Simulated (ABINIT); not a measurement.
```xyz
8
Lattice="3.537 2.042 2.219 -3.537 2.042 2.219 0.000 -4.084 2.219" Properties=species:S:1:pos:R:3 pbc="T T T" subject="A GW chain in ABINIT: SrNiF6 (R-3m)" method="RPA screening on LDA, plane waves, norm-conserving pseudopotentials (and 2 further levels or steps)" program="ABINIT 10.8.3" settings="cutoff 45 Ha, PseudoDojo scalar-relativistic 0.4.1 standard, norm-conserving, ngkpt (2, 2, 2), nband 191, ecuteps 6.5 Ha, inclvkb 2, shiftk (0, 0, 0), symchi 1, awtr 1, frequency ppm, 2×2×2 k-mesh" cost="5 runs, 10 min in all on 4 MPI ranks of Arm Neoverse N1, shared host" notes="This run has no spin polarisation, although Ni can carry a moment. The cell and positions come from the Crystallography Open Database and are kept as given unless a step says otherwise. Limits: no spin polarisation; d states lean on the start; no spin-orbit coupling. The 2×2×2 mesh is coarse for this cell, which bears on the long-range parts of exchange and screening. The runs have no spin polarisation. For a closed low-spin shell that is the natural state; where a d or f shell is open it is a constraint, and the gap is then not the crystal’s own." lda_gap="0.99 eV, indirect (only 7 meV under the direct gap)" g0w0_gap_on_the_mesh="3.49 eV" gw_settings="2×2×2 mesh, 191 bands, screening to 176.9 eV, Godby-Needs plasmon pole" known_limits="short of the basis limit; no spin polarisation; d states lean on the start; no spin-orbit coupling; coarse k mesh"
Sr    0.000    0.000    3.328
Ni    0.000    0.000    0.000
F    -2.264    1.307    3.257
F     0.000   -2.614    3.257
F     2.264    1.307    3.257
F     2.264   -1.307    3.399
F    -2.264   -1.307    3.399
F     0.000    2.614    3.399
```

[Long decimals in the printed logs are rounded to 6 places.]

[Logs are printed without paths, hosts, clocks, repeated set-up lines and the standing remarks that a program may print on its own settings, such as how far it seeks lower states.]

[Paths, hosts, dates, memory and timing lines, banners, echoed tables and standing remarks are left out of the program output; an Ansatz launch command may be rebuilt from the run's recorded settings. Measured values are a selection of at most five: reports struck by readers or far from the other reports are left out. None is set beside runs whose start may be inverted or whose files or cutoffs have a known fault.]

[Runs of the session that timed out or met a known fault of the program may be left out.]

[Hosts, paths, dates, database ids (printed as entryN), source tags and the programs' standing remarks are cut or masked in the printed files.]

[G0W0 gaps are taken among the corrected bands and points alone; a level outside them can change the order at an edge.]

[Where Ansatz stands beside ABINIT at settings called matched, ABINIT's density can come from a denser mesh and the files from another edition; pairs whose starting gaps differed by over 0.03 eV were left out, so agreement reads better than it is.]
